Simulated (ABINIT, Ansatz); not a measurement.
**BiH3 (Pm-3m): zone-centre phonons**

Which modes does BiH3 (Pm-3m) have at the zone centre?

Main program and level: ABINIT 10.8.3; DFT LDA, scalar-relativistic, plane waves, HGH norm-conserving pseudopotentials.

The structure was built from a prototype and need not be the compound's stable phase.

## (1) Set-up

It takes space group Pm-3m (No. 221, cubic). The conventional cell has a = 4.134 Å, b = 4.134 Å, c = 4.134 Å, α = 90.00°, β = 90.00°, γ = 90.00°. Nearest to Bi lie 6 H at 2.07 Å. Nearest to H lie 2 Bi at 2.07 Å. Farther neighbours are not listed.

## (2) Relaxing the cell and atoms

The harmonic expansion needs vanishing forces, and a free crystal bears no stress, so cell and atoms are brought to rest. Stress is more sensitive to the basis than forces are: the last 3 Ha under the cutoff are smoothed with ecutsm, and the cutoff is raised above that of the later runs.

The starting cell comes from a relaxation made beforehand in Ansatz (LDA, PseudoDojo NC).

relax.abi reads:

```
# relaxation
ionmov 2
optcell 2
dilatmx 1.08
ntime 40
tolmxf 1.0d-05
tolvrs 1.0d-14
prtwf 0
prtden 0
chksymtnons 0

# basis, mesh and filling
ecut 43.0
ecutsm 3.0
ixc 7
ngkpt 8 8 8
nshiftk 1
shiftk 0.0 0.0 0.0
istwfk *1
occopt 3
tsmear 0.01
nband 9
nstep 100
diemac 1000000.0
prtebands 0
prtgsr 0

# cell and atoms
acell 7.811424374 7.811424374 7.811424374
rprim 
    1.0 0.0 0.0
    0.0 1.0 0.0
    0.0 0.0 1.0
ntypat 2
znucl 83 1
natom 4
typat 1 2 2 2
xred 
    0.0 0.0 0.0
    0.5 0.0 0.0
    0.0 0.5 0.0
    0.0 0.0 0.5
pp_dirpath "./pseudo"
pseudos "Bi.hgh, H.hgh"
```

On the command line:

```bash
$ OMP_NUM_THREADS=1 mpirun -n 4 abinit relax.abi > relax.log
```

Numbers of over 12 decimals in the logs are rounded to 6 here.

relax.abo, the main output file:

```text
[banners, grids, parts of the stress and lines that vanish by symmetry left out]
- input  file    -> relax.abi
- output file    -> relax.abo
- root for input  files -> relaxi
[...]
Symmetries : space group Pm -3 m (#221); Bravais cP (primitive cubic)
[...]
mpw =        8217          nfft =      125000          nkpt =          35
[...]
== DATASET  1 ==================================================================
[...]
cutoff_energies: {ecut:  43.0, pawecutdg:  -1.0, }
[...]
Exchange-correlation functional for the present dataset will be:
  LDA: Perdew-Wang 92 LSD fit to Ceperley-Alder data - ixc=7
[...]
ETOT  1  -7.253259    -7.253E+00 2.061E-02 7.509E+01
 ETOT  2  -7.269721    -1.646E-02 2.040E-03 8.011E-01
 ETOT  3  -7.269872    -1.508E-04 8.709E-04 1.215E-01
 ETOT  4  -7.269884    -1.190E-05 4.992E-04 1.444E-02
 ETOT  5  -7.269884    -2.915E-07 3.422E-04 7.500E-04
[...]
At SCF step   11       vres2   =  8.90E-17 < tolvrs=  1.00E-14 =>converged.
[...]
sigma(1 1)=  1.41087151E-05  sigma(3 2)=  0.00000000E+00
  sigma(2 2)=  1.41087151E-05  sigma(3 1)=  0.00000000E+00
  sigma(3 3)=  1.41087151E-05  sigma(2 1)=  0.00000000E+00
[...]
convergence: {deltae:  1.528E-13, res2:  8.901E-17, residm:  7.641E-06, diffor: null, }
etotal    :  -7.26988427E+00
[...]
ETOT  1  -7.269892    -7.270E+00 4.649E-05 9.965E-03
[...]
At SCF step    9       vres2   =  5.07E-17 < tolvrs=  1.00E-14 =>converged.
[...]
sigma(1 1)=  1.25056472E-05  sigma(3 2)=  0.00000000E+00
  sigma(2 2)=  1.25056472E-05  sigma(3 1)=  0.00000000E+00
  sigma(3 3)=  1.25056472E-05  sigma(2 1)=  0.00000000E+00
[...]
convergence: {deltae: -3.908E-14, res2:  5.072E-17, residm:  3.038E-06, diffor: null, }
etotal    :  -7.26989233E+00
[...]
ETOT  1  -7.269888    -7.270E+00 3.029E-01 5.914E-01
[...]
At SCF step    9       vres2   =  2.70E-15 < tolvrs=  1.00E-14 =>converged.
[...]
sigma(1 1)= -1.60196278E-07  sigma(3 2)=  0.00000000E+00
  sigma(2 2)= -1.60196278E-07  sigma(3 1)=  0.00000000E+00
  sigma(3 3)= -1.60196278E-07  sigma(2 1)=  0.00000000E+00
[...]
convergence: {deltae:  9.504E-14, res2:  2.703E-15, residm:  4.538E-03, diffor: null, }
etotal    :  -7.26992126E+00
[...]
ETOT  1  -7.269921    -7.270E+00 1.624E-03 9.382E-05
[...]
ETOT  7  -7.269921     1.421E-13 5.643E-05 1.591E-14
 ETOT  8  -7.269921     4.263E-14 1.065E-05 1.616E-16
 At SCF step    8       vres2   =  1.62E-16 < tolvrs=  1.00E-14 =>converged.
[...]
sigma(1 1)=  1.65911917E-09  sigma(3 2)=  0.00000000E+00
  sigma(2 2)=  1.65911917E-09  sigma(3 1)=  0.00000000E+00
  sigma(3 3)=  1.65911917E-09  sigma(2 1)=  0.00000000E+00
[...]
convergence: {deltae:  4.263E-14, res2:  1.616E-16, residm:  1.065E-05, diffor: null, }
etotal    :  -7.26992127E+00
[...]
At Broyd/MD step   4, gradients are converged :
[...]
sigma(1 1)=  1.65911917E-09  sigma(3 2)=  0.00000000E+00
  sigma(2 2)=  1.65911917E-09  sigma(3 1)=  0.00000000E+00
  sigma(3 3)=  1.65911917E-09  sigma(2 1)=  0.00000000E+00
[...]
- sigma(1 1)=  4.88129713E-05  sigma(3 2)=  0.00000000E+00
- sigma(2 2)=  4.88129713E-05  sigma(3 1)=  0.00000000E+00
- sigma(3 3)=  4.88129713E-05  sigma(2 1)=  0.00000000E+00
[...]
fcart     -0.0000000000E+00 -0.0000000000E+00 -0.0000000000E+00
           strten      1.6591191719E-09  1.6591191721E-09  1.6591191736E-09
================================================================================

[key lines of the parts left out:]
pressure_GPa:  -4.8813E-05
Total energy (etotal) [Ha]= -7.26992126754450E+00
```

Elapsed: 65 s, on 4 MPI ranks of Intel Xeon at 2.70GHz, shared host.

The steps of the relaxation:

```
step  energy less that of the first step (eV)  largest force (eV/Å)  volume (Å³)
   1                                   0.0000                0.0000        70.63
   2                                  -0.0002                0.0000        70.54
   3                                  -0.0010                0.0000        69.85
   4                                  -0.0010                0.0000        69.86
```

```
conventional cell, symmetrised  before  after  change
                         a (Å)   4.134  4.119  -0.4 %
                         b (Å)   4.134  4.119  -0.4 %
                         c (Å)   4.134  4.119  -0.4 %
              volume (Å³/atom)   17.66  17.47  -1.1 %
```

Final coordinates:

```cif
data_structure
_symmetry_space_group_name_H-M 'P 1'
_symmetry_Int_Tables_number 1
_cell_length_a 4.1185
_cell_length_b 4.1185
_cell_length_c 4.1185
_cell_angle_alpha 90.000
_cell_angle_beta 90.000
_cell_angle_gamma 90.000
_cell_volume 69.86
loop_
_atom_site_label
_atom_site_type_symbol
_atom_site_fract_x
_atom_site_fract_y
_atom_site_fract_z
_atom_site_occupancy
Bi1 Bi 0.00000 0.00000 0.00000 1
H2 H 0.50000 0.00000 0.00000 1
H3 H 0.00000 0.50000 0.00000 1
H4 H 0.00000 0.00000 0.50000 1
```

This step gave:

```
volume per atom   : 17.47 Å³
pressure          : -4.88e-5 GPa
gap on the k-mesh : 0 eV
```

The volume changes by -1.1 % from the cell with which this run began.

## (3) Ground state

First-order wavefunctions inherit every error of the ground state, hence the very tight tolvrs. Occupations are smeared.

gs.abi reads:

```
# ground state
tolvrs 1.0d-16
prtden 1
prtwf 1

# basis, mesh and filling
ecut 35.0
ixc 7
ngkpt 8 8 8
nshiftk 1
shiftk 0.0 0.0 0.0
istwfk *1
occopt 3
tsmear 0.01
nband 9
nstep 100
diemac 1000000.0
prtebands 0
prtgsr 0

# cell and atoms
acell 7.782930409 7.782930409 7.782930409
rprim 
    1.0 0.0 0.0
    0.0 1.0 0.0
    0.0 0.0 1.0
ntypat 2
znucl 83 1
natom 4
typat 1 2 2 2
xred 
    0.0 0.0 0.0
    0.5 0.0 0.0
    0.0 0.5 0.0
    0.0 0.0 0.5
pp_dirpath "./pseudo"
pseudos "Bi.hgh, H.hgh"
```

On the command line:

```bash
$ OMP_NUM_THREADS=1 mpirun -n 4 abinit gs.abi > gs.log
```

gs.abo, the main output file:

```text
[banners, grids, parts of the stress and lines that vanish by symmetry left out]
- input  file    -> gs.abi
- output file    -> gs.abo
- root for input  files -> gsi
[...]
Symmetries : space group Pm -3 m (#221); Bravais cP (primitive cubic)
[...]
mpw =        4700          nfft =       91125          nkpt =          35
[...]
== DATASET  1 ==================================================================
[...]
cutoff_energies: {ecut:  35.0, pawecutdg:  -1.0, }
[...]
Exchange-correlation functional for the present dataset will be:
  LDA: Perdew-Wang 92 LSD fit to Ceperley-Alder data - ixc=7
[...]
ETOT  1  -7.254213    -7.254E+00 1.645E-02 5.359E+01
 ETOT  2  -7.268244    -1.403E-02 1.177E-03 5.672E-01
 ETOT  3  -7.268390    -1.461E-04 1.167E-03 8.809E-02
 ETOT  4  -7.268402    -1.144E-05 8.989E-04 1.040E-02
 ETOT  5  -7.268402    -2.802E-07 3.745E-04 6.265E-04
[...]
ETOT 10  -7.268402     8.793E-14 2.132E-05 1.659E-14
 ETOT 11  -7.268402    -1.377E-13 1.939E-05 3.389E-17
 At SCF step   11       vres2   =  3.39E-17 < tolvrs=  1.00E-16 =>converged.
[...]
sigma(1 1)=  1.35932678E-05  sigma(3 2)=  0.00000000E+00
  sigma(2 2)=  1.35932678E-05  sigma(3 1)=  0.00000000E+00
  sigma(3 3)=  1.35932678E-05  sigma(2 1)=  0.00000000E+00
[...]
convergence: {deltae: -1.377E-13, res2:  3.389E-17, residm:  1.939E-05, diffor: null, }
etotal    :  -7.26840209E+00
[...]
sigma(1 1)=  1.35932678E-05  sigma(3 2)=  0.00000000E+00
  sigma(2 2)=  1.35932678E-05  sigma(3 1)=  0.00000000E+00
  sigma(3 3)=  1.35932678E-05  sigma(2 1)=  0.00000000E+00
[...]
- sigma(1 1)=  3.99927746E-01  sigma(3 2)=  0.00000000E+00
- sigma(2 2)=  3.99927746E-01  sigma(3 1)=  0.00000000E+00
- sigma(3 3)=  3.99927746E-01  sigma(2 1)=  0.00000000E+00
[...]
fcart     -0.0000000000E+00 -0.0000000000E+00 -0.0000000000E+00
           strten      1.3593267785E-05  1.3593267785E-05  1.3593267785E-05
================================================================================

[key lines of the parts left out:]
pressure_GPa:  -3.9993E-01
```

Wall time 13 s (4 MPI ranks).

This step gave:

- pressure: -0.3999 GPa

The cell stands at -0.40 GPa: the relaxation ran with a smoothed and higher cutoff, and the difference is a stress of the finite basis.

(Part 1 of 4 ends here.)

[Host names and launcher messages were left out of these logs when they were recorded.]

[Logs are printed without paths, hosts, clocks, repeated set-up lines and the standing remarks that a program may print on its own settings, such as how far it seeks lower states.]

[Hosts, paths, dates, database ids (printed as entryN), source tags and the programs' standing remarks are cut or masked in the printed files.]
